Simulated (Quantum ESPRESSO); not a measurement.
# Cr (Chromium): which magnetic order is lowest, part 2 of 2

Does Cr (Chromium) prefer parallel or opposed moments, or none?

Quantum ESPRESSO 7.5; PBE; plane waves with GBRV 1.5 PBE potentials, no spin-orbit coupling.

So far: Set-up; Run 1 (ferro +); Start 2: antiferro q=(1/2,1/2,1/2) +−.

### 3. Start 2: antiferro q=(1/2,1/2,1/2) +− (continued)

Spin density in the ac plane at fractional y = 0.000, with atoms of Cr within 0.2 Å of it.

Ten even steps from '_' (-1.4 e/Å³) to '@' (1.5 e/Å³), each cell a mean:
```
@@%%++++====::____--====++##
++**++++======--::--====++++
++++++++==================++
==++++======================
++====================++++++
++++======--========++++++++
**++++====::..--======++**%%
@@##++====::____::====++**@@
```
Columns run along a (5.0 Å), rows up along c (2.9 Å). Atoms in or near the plane, at fractional coordinates: Cr at (0.00, 0.00), Cr at (0.50, 0.00).

Valence density in the ac plane at fractional y = 0.000, with atoms of Cr within 0.2 Å of it. It is the smooth field of the valence electrons, not physical close to the nuclei.

Ten even steps from '_' (0 e/Å³) to '@' (13 e/Å³), each cell a mean:
```
@@@@..______**@@@@::______**
--==..________--==..________
____________________________
____________________________
____________________________
__________....__________....
++..______==@@++..______==@@
****______==@@****______--@@
```
Columns run along a (5.0 Å), rows up along c (2.9 Å). Atoms in or near the plane, at fractional coordinates: Cr at (0.00, 0.00), Cr at (0.50, 0.00).

### 4. Run 3 (antiferro q=(0,0,1/2) +−)

The cell is doubled to 2 atoms to hold this order.

Input file pw.in:

```
&CONTROL
  calculation = 'scf'
  prefix = 'pwscf'
  outdir = './tmp'
  pseudo_dir = './pseudo'
  disk_io = 'nowf'
/
&SYSTEM
  ibrav = 0
  celldm(1) = 8
  nat = 2
  ntyp = 2
  ecutwfc = 40
  ecutrho = 280
  nbnd = 21
  occupations = 'smearing'
  smearing = 'fd'
  degauss = 0.00367493
  nspin = 2
  starting_magnetization(1) = 0.1786
  starting_magnetization(2) = -0.1786
/
&ELECTRONS
  conv_thr = 4d-09
  electron_maxstep = 150
  mixing_beta = 0.3
/
ATOMIC_SPECIES
Cr1    51.9961 cr_pbe_v1.5.uspp.F.UPF
Cr2    51.9961 cr_pbe_v1.5.uspp.F.UPF
CELL_PARAMETERS alat
  -0.3406113231755    0.3406113231755    0.3406113231755
   0.3406113231755   -0.3406113231755    0.3406113231755
   0.6812226463510    0.6812226463510   -0.6812226463510
ATOMIC_POSITIONS crystal
Cr1     0.0000000000    0.0000000000    0.0000000000
Cr2     0.0000000000    0.0000000000    0.5000000000
K_POINTS automatic
16 16 8 0 0 0
```

Launch:

```
$ OMP_NUM_THREADS=1 mpirun -n 2 pw.x -nk 2 -in pw.in > pw.out
```

The log of the run:

```text
     [... lines left out ...]
Program PWSCF v.7.5 starts
     [... lines left out ...]
     number of atoms/cell      =            2
     [... lines left out ...]
     number of electrons       =        28.00
     number of Kohn-Sham states=           21
     kinetic-energy cutoff     =      40.0000  Ry
     charge density cutoff     =     280.0000  Ry
     scf convergence threshold =      4.0E-09
     [... lines left out ...]
      8 Sym. Ops., with inversion, found
     [... lines left out ...]
     number of k points=   333  Fermi-Dirac smearing, width (Ry)=  0.0037
     [... lines left out ...]
     iteration # 16     ecut=    40.00 Ry     beta= 0.30
     [... lines left out ...]
     Magnetic moment per site  (integrated on atomic sphere of radius R)
     atom   1 (R=0.243)  charge= 12.2454  magn=  0.0002
     atom   2 (R=0.243)  charge= 12.2454  magn= -0.0002
     [... lines left out ...]
     the Fermi energy is    18.6280 ev
!    total energy              =    -350.98546833 Ry
     estimated scf accuracy    <          2.0E-09 Ry
     smearing contrib. (-TS)   =      -0.00080481 Ry
     [... lines left out ...]
     total magnetization       =     0.00 Bohr mag/cell
     absolute magnetization    =     0.00 Bohr mag/cell
     convergence has been achieved in  16 iterations
```

Elapsed: 92 s, on 2 MPI ranks of Arm Neoverse V1, shared host; peak memory 0.3 GiB.

Spin moment in the atom's sphere by atom:

```tsv
atom	spin moment in the atom's sphere (μB)
Cr1	0.0002
Cr2	-0.0002
```

This step gave:

```yaml
smearing_term_ts: 0.01095 eV
magnetization: 0 μB
absolute_magnetization: 0 μB
final_state: non-magnetic
```

### 5. Run 4 (no spin polarisation)

Input file pw.in:

```
&CONTROL
  calculation = 'scf'
  prefix = 'pwscf'
  outdir = './tmp'
  pseudo_dir = './pseudo'
  disk_io = 'nowf'
/
&SYSTEM
  ibrav = 0
  celldm(1) = 8
  nat = 1
  ntyp = 1
  ecutwfc = 40
  ecutrho = 280
  nbnd = 13
  occupations = 'smearing'
  smearing = 'fd'
  degauss = 0.00367493
/
&ELECTRONS
  conv_thr = 2d-09
  electron_maxstep = 150
  mixing_beta = 0.3
/
ATOMIC_SPECIES
Cr     51.9961 cr_pbe_v1.5.uspp.F.UPF
CELL_PARAMETERS alat
  -0.3406113231755    0.3406113231755    0.3406113231755
   0.3406113231755   -0.3406113231755    0.3406113231755
   0.3406113231755    0.3406113231755   -0.3406113231755
ATOMIC_POSITIONS crystal
Cr      0.0000000000    0.0000000000    0.0000000000
K_POINTS automatic
16 16 16 0 0 0
```

The log of the run:

```text
     [... lines left out ...]
Program PWSCF v.7.5 starts
     [... lines left out ...]
     number of atoms/cell      =            1
     [... lines left out ...]
     number of electrons       =        14.00
     number of Kohn-Sham states=           13
     kinetic-energy cutoff     =      40.0000  Ry
     charge density cutoff     =     280.0000  Ry
     scf convergence threshold =      2.0E-09
     [... lines left out ...]
     48 Sym. Ops., with inversion, found
     [... lines left out ...]
     number of k points=   145  Fermi-Dirac smearing, width (Ry)=  0.0037
     [... lines left out ...]
     iteration # 10     ecut=    40.00 Ry     beta= 0.30
     [... lines left out ...]
     the Fermi energy is    18.6281 ev
!    total energy              =    -175.49273554 Ry
     estimated scf accuracy    <          4.0E-10 Ry
     smearing contrib. (-TS)   =      -0.00040240 Ry
     [... lines left out ...]
     convergence has been achieved in  10 iterations
```

The job ended after 4.4 s (2 MPI ranks; peak memory 0.12 GiB).

Read from the output:

```
smearing term TS : 0.005475 eV
final state      : non-magnetic (no spin polarisation)
```

### 6. Energies of the orders

An order is kept where moments of 0.15 μB or more survive with the typed signs; meshes match where a doubled cell samples the same k points as the first cell.

Orders:

```tsv
start	final state	typed order kept	energy over the lowest (meV a seeded atom)	largest site moment (μB)	net moment (μB a cell of the first run)	mesh matched	CPU time (s)
ferro +	non-magnetic	no	25.44	0	0	yes	23.07
antiferro q=(1/2,1/2,1/2) +-	antiferromagnetic	yes	0	1.214	0	yes	79.37
antiferro q=(0,0,1/2) +-	non-magnetic	no	25.44	0	0	yes	184.8
no spin polarisation	non-magnetic	-	25.42	0	0	yes	8.67
```

### 7. Outcome

| Item | Value |
| --- | --- |
| lowest state found | antiferromagnetic (from antiferro q=(1/2,1/2,1/2) +-) |
| largest site moment | 1.21 μB |
| state without moments | 25.4 meV a seeded atom higher |

What this shows: At this level spin polarisation gains little. 2 starts lost their moments. This is the lowest of 4 collinear or spinless starts, no proof of the ground state.

[Logs and program files are shortened in this print: banners, set-up blocks, solver, clock and traceback lines can be left out without a mark of their own.]

[Logs are printed without paths, hosts, clocks, repeated set-up lines and the standing remarks that a program may print on its own settings, such as how far it seeks lower states.]

[Hosts, paths, dates, database ids (printed as entryN), source tags and the programs' standing remarks are cut or masked in the printed files.]

[Where a cell is said to come from a database of computed structures, the database is the Materials Project.]
